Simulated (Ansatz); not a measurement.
# What LiMgF3 (model cell, started as cubic perovskite with Mg in the octahedra) distorts into, part 2 of 3

Which phase does LiMgF3 (model cell, started as cubic perovskite with Mg in the octahedra) fall into along its unstable mode, and how much energy does it gain?

Ansatz 0.2.0; DFT PBEsol, scalar-relativistic, plane waves, PAW; PAW set soft_1.

So far, highest frequency on the path or at a solved wavevector (cm⁻¹): step 2 (response at finite wavevector) 663. Also lowest frequency on the path (cm⁻¹): step 2 -228.

The structure was built from a prototype and need not be the compound's stable phase.

### 5. Energy along the mode, all amplitudes (two of the runs are shown above)

An imaginary frequency means negative curvature, so the energy should fall and then rise again as anharmonic terms take over.

Numbers from this step:

```
depth at the lowest point sampled  : 45.11 meV/atom
largest atomic shift at that point : 0.6 Å
```

Energy from the parent against largest atomic shift:

| largest atomic shift (Å) | energy from the parent (meV/atom) |
| --- | --- |
| 0.000 | 0 |
| 0.040 | -0.258 |
| 0.080 | -1.03 |
| 0.140 | -3.12 |
| 0.220 | -7.57 |
| 0.320 | -15.4 |
| 0.450 | -28.5 |
| 0.600 | -45.1 |

Displacement at unit largest shift by atom:

| atom | x (Å) | y (Å) | z (Å) | size |
| --- | --- | --- | --- | --- |
| Li1 | 0.00 | -1.00 | 0.00 | 1.00 |
| Mg2 | 0.00 | -0.03 | 0.00 | 0.03 |
| F3 | 0.00 | 0.20 | 0.00 | 0.20 |
| F4 | 0.00 | 0.01 | 0.00 | 0.01 |
| F5 | 0.00 | 0.20 | 0.00 | 0.20 |

The lowest of the steps tried is the last one, at 0.6 Å, 45.1 meV/atom below the parent; the bottom of the well need not coincide with a step.

### 6. Relaxation from the frozen mode

Starting from the lowest point found, all atoms and the cell are let go, so that strain and other modes of the same symmetry can join in.

input.yaml

```yaml
crystal:
  lattice:
    - [3.8727366541, 0.0, 0.0]
    - [0.0, 3.8727366541, 0.0]
    - [0.0, 0.0, 3.8727366541]
  atoms:
    - { symbol: Li, position: [0.0, -0.1549292022, 0.0] }
    - { symbol: Mg, position: [0.5, 0.4952843288, 0.5] }
    - { symbol: F, position: [0.5, 0.5304087723, 0.0] }
    - { symbol: F, position: [0.5, 0.0018099849, 0.5] }
    - { symbol: F, position: [0.0, 0.5304087723, 0.5] }
kpoints:
  mp_grid: { grid: [8, 8, 8] }
hamiltonian:
  xc: pbesol
  pseudopotentials: { kind: paw, azcp: { folder: soft_1 }, xc_functional: pbe }
scf:
  occupations: { method: fixed }
output:
  forces: true
  stress: true
  eigenvalues: true
relax:
  adjacent_minimum: "off"
  f_tol: 0.002
  max_steps: 120
  cell: { stress_tol: 0.03 }
```

On the command line:

```bash
$ ansatz run input.yaml --threads 8 --pin off --max-ram 16384MiB --backend cpu --events-out ev --progress --plain --runs-dir out
```

Numbers of over 12 decimals in the logs are rounded to 6 here.

The log of the run:

```text
[...]
Crystal: 5 atoms, lattice volume = 58.084 Å³
Basis set: ecut = 420 eV, 1141 PW (Γ), exchange–correlation on 54×54×54 points (8 copies of the dense FFT grid, shifted against one another)
Bands: 22, of which v1, the nominal top of the filled ones, is band 17 counted from 1 (16 counted from 0)
Symmetry: 8 space group operations
[...]
k-points: 75 of 512 (time reversal used)
[...]
SCF iter   1: F=—  HF=-4525.024529 eV  |F-HF|=—  |Δ(HF+E_count)|=         —  Δρ=1.01e-1  dr2=4.22e0  ethr=3.10e-3  ⟨swp⟩=4.8  Hψ=7198  notcnv=0  defer=213
[...]
SCF iter   9: F=-4523.665510 eV  HF=-4523.665510 eV  |F-HF|=6.91e-8  |Δ(HF+E_count)|=   1.39e-6  Δρ=6.29e-6  dr2=1.89e-8  ethr=2.94e-10  ⟨swp⟩=10.7  Hψ=8553  notcnv=0
SCF 1 converged in 9 iterations: F = -4523.665510 eV  dr2 = 1.89e-8
[...]
relax step   1: F+E_penalty+E_count = -4523.66550963 eV  Δ(F+E_penalty+E_count) = +0.000e0 eV  max|allowed force component| = 4.593e-1 eV/Å  Δτ_max = 0.0000 Å  P = +0.706 GPa  Ω = 58.084 Å³  (9 SCF iters, dr2 threshold 1.00e-7 eV, accepted)
Crystal: 5 atoms, lattice volume = 58.670 Å³
Basis set: ecut = 420 eV, 1189 PW (Γ), exchange–correlation on 54×54×54 points (8 copies of the dense FFT grid, shifted against one another)
[...]
iter 1 solved again at ethr=7.00e-5 eV; its pass at ethr=3.10e-3 eV (dr2=2.38e-2 eV) is discarded
[...]
SCF iter   6: F=-4523.726391 eV  HF=-4523.726390 eV  |F-HF|=6.85e-7  |Δ(HF+E_count)|=   2.73e-6  Δρ=2.31e-5  dr2=2.52e-7  ethr=1.47e-9  ⟨swp⟩=9.2  Hψ=8281  notcnv=0
SCF 2 converged in 6 iterations: F = -4523.726391 eV  dr2 = 2.52e-7
relax step   2: F+E_penalty+E_count = -4523.72639115 eV  Δ(F+E_penalty+E_count) = -6.088e-2 eV  max|allowed force component| = 3.961e-1 eV/Å  Δτ_max = 0.1114 Å  P = +0.268 GPa  Ω = 58.670 Å³  energy of the carried Pulay correction = -1.364e-3 eV  (6 SCF iters, dr2 threshold 5.00e-7 eV, accepted)
Crystal: 5 atoms, lattice volume = 59.073 Å³
[...]
SCF iter   7: F=-4523.808471 eV  HF=-4523.808470 eV  |F-HF|=6.41e-7  |Δ(HF+E_count)|=   2.31e-6  Δρ=1.61e-5  dr2=1.34e-7  ethr=1.47e-9  ⟨swp⟩=9.7  Hψ=8388  notcnv=0
SCF 3 converged in 7 iterations: F = -4523.808471 eV  dr2 = 1.34e-7
relax step   3: F+E_penalty+E_count = -4523.80847065 eV  Δ(F+E_penalty+E_count) = -8.208e-2 eV  max|allowed force component| = 2.349e-1 eV/Å  Δτ_max = 0.1931 Å  P = +0.537 GPa  Ω = 59.073 Å³  energy of the carried Pulay correction = -2.294e-3 eV  (7 SCF iters, dr2 threshold 5.00e-7 eV, accepted)
[... from here on, the SCF cycles and remarks between the steps are left out ...]
relax step   4: F+E_penalty+E_count = -4523.82770212 eV  Δ(F+E_penalty+E_count) = -1.923e-2 eV  max|allowed force component| = 8.104e-2 eV/Å  Δτ_max = 0.1930 Å  P = +0.112 GPa  Ω = 60.062 Å³  energy of the carried Pulay correction = -4.550e-3 eV  (7 SCF iters, dr2 threshold 5.00e-7 eV, accepted)
relax step   5: F+E_penalty+E_count = -4523.83021839 eV  Δ(F+E_penalty+E_count) = -2.516e-3 eV  max|allowed force component| = 7.892e-2 eV/Å  Δτ_max = 0.0211 Å  P = -0.023 GPa  Ω = 60.082 Å³  energy of the carried Pulay correction = -4.594e-3 eV  (5 SCF iters, dr2 threshold 5.00e-7 eV, accepted)
relax step   6: F+E_penalty+E_count = -4523.83052630 eV  Δ(F+E_penalty+E_count) = -3.079e-4 eV  max|allowed force component| = 4.684e-2 eV/Å  Δτ_max = 0.0042 Å  P = -0.005 GPa  Ω = 60.076 Å³  energy of the carried Pulay correction = -4.583e-3 eV  (4 SCF iters, dr2 threshold 3.89e-7 eV, accepted)
relax step   7: F+E_penalty+E_count = -4523.83073228 eV  Δ(F+E_penalty+E_count) = -2.060e-4 eV  max|allowed force component| = 1.982e-3 eV/Å  Δτ_max = 0.0155 Å  P = +0.021 GPa  Ω = 60.103 Å³  energy of the carried Pulay correction = -4.643e-3 eV  (5 SCF iters, dr2 threshold 1.37e-7 eV, accepted)
relax step   8: F+E_penalty+E_count = -4523.83065336 eV  Δ(F+E_penalty+E_count) = +7.893e-5 eV  max|allowed force component| = 2.613e-3 eV/Å  Δτ_max = 0.0027 Å  P = -0.017 GPa  Ω = 60.139 Å³  energy of the carried Pulay correction = -4.725e-3 eV  (6 SCF iters, dr2 threshold 2.45e-9 eV, accepted)
relax step   9: F+E_penalty+E_count = -4523.83068864 eV  Δ(F+E_penalty+E_count) = -3.528e-5 eV  max|allowed force component| = 2.967e-4 eV/Å  Δτ_max = 0.0001 Å  P = +0.003 GPa  Ω = 60.124 Å³  energy of the carried Pulay correction = -4.691e-3 eV  (6 SCF iters, dr2 threshold 4.27e-10 eV, accepted)
relax step  10: F+E_penalty+E_count = -4523.83671515 eV  Δ(F+E_penalty+E_count) = -6.027e-3 eV  max|allowed force component| = 2.179e-4 eV/Å  Δτ_max = 0.0000 Å  P = +0.214 GPa  Ω = 60.124 Å³  stress off target by 2.25e-1 GPa  SCF on the basis re-selected at this cell (its energy is not comparable with the rows above)  (8 SCF iters)
relax step  11: F+E_penalty+E_count = -4523.83644898 eV  Δ(F+E_penalty+E_count) = +2.662e-4 eV  max|allowed force component| = 1.800e-3 eV/Å  Δτ_max = 0.0040 Å  P = +0.018 GPa  Ω = 60.296 Å³  energy of the carried Pulay correction = -3.944e-4 eV  (5 SCF iters, dr2 threshold 1.26e-7 eV, accepted)
[...]
SCF iter   7: F=-4523.836931 eV  HF=-4523.836931 eV  |F-HF|=1.82e-12  |Δ(HF+E_count)|=  6.70e-10  Δρ=2.06e-7  dr2=1.26e-11  ethr=1.00e-12  ⟨swp⟩=12.0  Hψ=9990  notcnv=0
SCF 12 converged in 7 iterations: F = -4523.836931 eV  dr2 = 1.26e-11
relax step  12: F+E_penalty+E_count = -4523.83693131 eV  Δ(F+E_penalty+E_count) = -4.823e-4 eV  max|allowed force component| = 1.901e-3 eV/Å  Δτ_max = 0.0000 Å  P = +0.025 GPa  Ω = 60.296 Å³  stress off target by 2.90e-2 GPa  SCF on the basis re-selected at this cell (its energy is not comparable with the rows above)  (7 SCF iters)
[...]
SCF converged after 7 iterations
Free energy (F): -4523.836931 eV
[...]
Internal energy: -4523.836931 eV  (E = F + TS)
E sigma→0 (E₀):  -4523.836931 eV
Fermi energy:    0.670898 eV
[...]
--- Forces (eV/Å), atoms counted from 1 ---
  atom   1  Li    -0.00000000    -0.00070807    -0.00000000
  atom   2  Mg     0.00000000     0.00190263     0.00000000
  atom   3  F      0.00000000    -0.00009278     0.00000000
  atom   4  F      0.00000000    -0.00099877     0.00000000
  atom   5  F     -0.00000000    -0.00009278    -0.00000000
  max |Σ_I F_I| component: 1.02e-5 eV/Å
--- Stress (GPa, compression-positive) ---
        0.029046       0.000000       0.000000
        0.000000       0.015424       0.000000
        0.000000       0.000000       0.029046
  P = ⅓ Tr σ = 0.0245 GPa (0.245 kbar)
--- Band table (eV; the first three rows and the last of 75) ---
  k-point 0: bands = [... 13 lower, -0.6925, -0.0456, 0.4094, 0.4094, 6.7472, 12.6972, 14.0322, 14.8270, ... 1 higher]
  k-point 1: bands = [... 13 lower, -0.7241, -0.0744, 0.3269, 0.4120, 6.9733, 12.7545, 13.6280, 14.5126, ... 1 higher]
  k-point 2: bands = [... 13 lower, -0.8264, -0.1417, 0.1561, 0.4181, 7.5941, 12.1219, 13.3587, 14.3958, ... 1 higher]
  k-point 74: bands = [... 13 lower, -0.5645, -0.5116, 0.6709, 0.6709, 9.2255, 12.2414, 12.2414, 13.9462, ... 1 higher]
--- Relaxed structure (10 steps of the walk, 10 accepted, 2 SCFs on fresh bases) ---
  F+E_penalty+E_count = -4523.83693131 eV   max|allowed force component| = 1.901e-3 eV/Å   (the final SCF, on the basis selected at the relaxed cell)
  cell:  # Å, volume = 60.2960 Å³
    - [3.929322, 0, 0]
    - [0, 3.905290, 0.0]
    - [0, 0.0, 3.929322]
  atoms:
    - { symbol: Li, position: [0, -0.284752, 0] }
    - { symbol: Mg, position: [0.500000, 0.522686, 0.500000] }
    - { symbol: F, position: [0.500000, 0.566380, 0.0] }
    - { symbol: F, position: [0.500000, 0.032289, 0.500000] }
    - { symbol: F, position: [0, 0.566380, 0.500000] }
```

The job ended after 9.8 s (8 threads of INTEL XEON PLATINUM 8581C at 2.30GHz (Emerald Rapids), shared host; peak memory 0.55 GiB; 69 s of CPU time).

Step by step:

| step | energy less that of the first step (eV) | largest force component (eV/Å) | pressure (GPa) | volume (Å³) |
| --- | --- | --- | --- | --- |
| 1 | 0.0000 | 0.4593 | 0.71 | 58.08 |
| 2 | -0.0609 | 0.3961 | 0.27 | 58.67 |
| 3 | -0.1430 | 0.2349 | 0.54 | 59.07 |
| 4 | -0.1622 | 0.0810 | 0.11 | 60.06 |
| 5 | -0.1647 | 0.0789 | -0.02 | 60.08 |
| 6 | -0.1650 | 0.0468 | 0.00 | 60.08 |
| 7 | -0.1652 | 0.0020 | 0.02 | 60.10 |
| 8 | -0.1651 | 0.0026 | -0.02 | 60.14 |
| 9 | -0.1652 | 0.0003 | 0.00 | 60.12 |
| 10* | -0.1712 | 0.0002 | 0.21 | 60.12 |
| 11 | -0.1709 | 0.0018 | 0.02 | 60.30 |
| 12* | -0.1714 | 0.0019 | 0.02 | 60.30 |

Relaxation steps marked * repeat the geometry before them on a plane-wave basis chosen anew for their cell, so energy and pressure can jump there.

The run keeps the 8 symmetry operations that it works with, so distortions that break them were not tested.

| conventional cell, symmetrised | before | after | change |
| --- | --- | --- | --- |
| a (Å) | 3.873 | 3.929 | +1.5 % |
| b (Å) | 3.873 | 3.929 | +1.5 % |
| c (Å) | 3.873 | 3.905 | +0.8 % |
| volume (Å³/atom) | 11.62 | 12.06 | +3.8 % |

The atoms that moved most (Å, as changes of fractional coordinates times the final cell):

| atom | dx | dy | dz | length |
| --- | --- | --- | --- | --- |
| Li1 | 0.000 | -0.507 | 0.000 | 0.507 |
| F3 | 0.000 | 0.140 | 0.000 | 0.140 |
| F5 | 0.000 | 0.140 | 0.000 | 0.140 |
| F4 | 0.000 | 0.119 | 0.000 | 0.119 |
| Mg2 | 0.000 | 0.107 | 0.000 | 0.107 |

Final coordinates:

```cif
data_structure
_symmetry_space_group_name_H-M 'P 1'
_symmetry_Int_Tables_number 1
_cell_length_a 3.9293
_cell_length_b 3.9053
_cell_length_c 3.9293
_cell_angle_alpha 90.000
_cell_angle_beta 90.000
_cell_angle_gamma 90.000
_cell_volume 60.30
loop_
_atom_site_label
_atom_site_type_symbol
_atom_site_fract_x
_atom_site_fract_y
_atom_site_fract_z
_atom_site_occupancy
Li1 Li 0.00000 0.71525 0.00000 1
Mg2 Mg 0.50000 0.52269 0.50000 1
F3 F 0.50000 0.56638 0.00000 1
F4 F 0.50000 0.03229 0.50000 1
F5 F 0.00000 0.56638 0.50000 1
```

This step gave:

| Quantity | Value |
| --- | --- |
| pressure | 0.02451 GPa |
| gap on the k-mesh | 6.076 eV |
| volume per atom | 12.06 Å³ |

The distorted start has space group P4mm; the relaxation ends in P4mm.

### 7. The new phase in its own primitive cell

The relaxed structure is symmetrised, reduced to its primitive cell and relaxed tightly, as its phonons need.

input.yaml, the sections that differ from step 6:

```yaml
crystal:
  lattice:
    - [3.9293218918, 0.0, 0.0]
    - [0.0, 3.9293218918, 0.0]
    - [0.0, 0.0, 3.9052904013]
  atoms:
    - { symbol: Li, position: [0.0, 0.0, 0.2847515053] }
    - { symbol: Mg, position: [0.5, 0.5, 0.4773139417] }
    - { symbol: F, position: [0.5, 0.0, 0.4336202483] }
    - { symbol: F, position: [0.5, 0.5, 0.9677114004] }
    - { symbol: F, position: [0.0, 0.5, 0.4336202483] }
kpoints:
  mp_grid: { grid: [6, 6, 6] }
relax:
  adjacent_minimum: "off"
  f_tol: 0.001
  max_steps: 60
  cell: { stress_tol: 0.01 }
# hamiltonian, scf, output: as in step 6
```

The log of the run:

```text
[...]
Crystal: 5 atoms, lattice volume = 60.296 Å³
Basis set: ecut = 420 eV, 1205 PW (Γ), exchange–correlation on 54×54×54 points (8 copies of the dense FFT grid, shifted against one another)
Bands: 22, of which v1, the nominal top of the filled ones, is band 17 counted from 1 (16 counted from 0)
Symmetry: 8 space group operations
[...]
k-points: 40 of 216 (time reversal used)
[...]
--- Relaxed structure (4 steps of the walk, 4 accepted, 1 SCFs on fresh bases) ---
[...]
cell:  # Å, volume = 60.3251 Å³
    - [3.930423, 0, 0]
    - [0, 3.930423, 0]
    - [0, 0, 3.904985]
  atoms:
    - { symbol: Li, position: [0, 0, 0.285207] }
    - { symbol: Mg, position: [0.5, 0.5, 0.477089] }
    - { symbol: F, position: [0.5, 0, 0.433579] }
    - { symbol: F, position: [0.5, 0.5, 0.967564] }
    - { symbol: F, position: [0, 0.5, 0.433579] }
[key lines of the parts left out:]
SCF converged after 10 iterations
Free energy (F): -4523.836893 eV
Fermi energy:    0.667183 eV
P = ⅓ Tr σ = -0.0037 GPa (-0.037 kbar)
```

Elapsed: 2.8 s, on 8 threads; peak memory 0.49 GiB; 17 s of CPU time.

Little changed from the start: no atom moved by 0.005 Å and no cell edge by 0.1 %.

This step gave:

```
pressure           : -0.003694 GPa
gap on the k-mesh  : 6.075 eV
volume per atom    : 12.07 Å³
direct gap on mesh : 6.336 eV
```

The largest force component left is 0.84 meV/Å and the pressure is -0.004 GPa, within the tolerances set. The cell now holds 12.07 Å³/atom.

(Part 2 of 3 ends here.)

[Logs are printed without paths, hosts, clocks, repeated set-up lines and the standing remarks that a program may print on its own settings, such as how far it seeks lower states.]

[Hosts, paths, dates, database ids (printed as entryN), source tags and the programs' standing remarks are cut or masked in the printed files.]
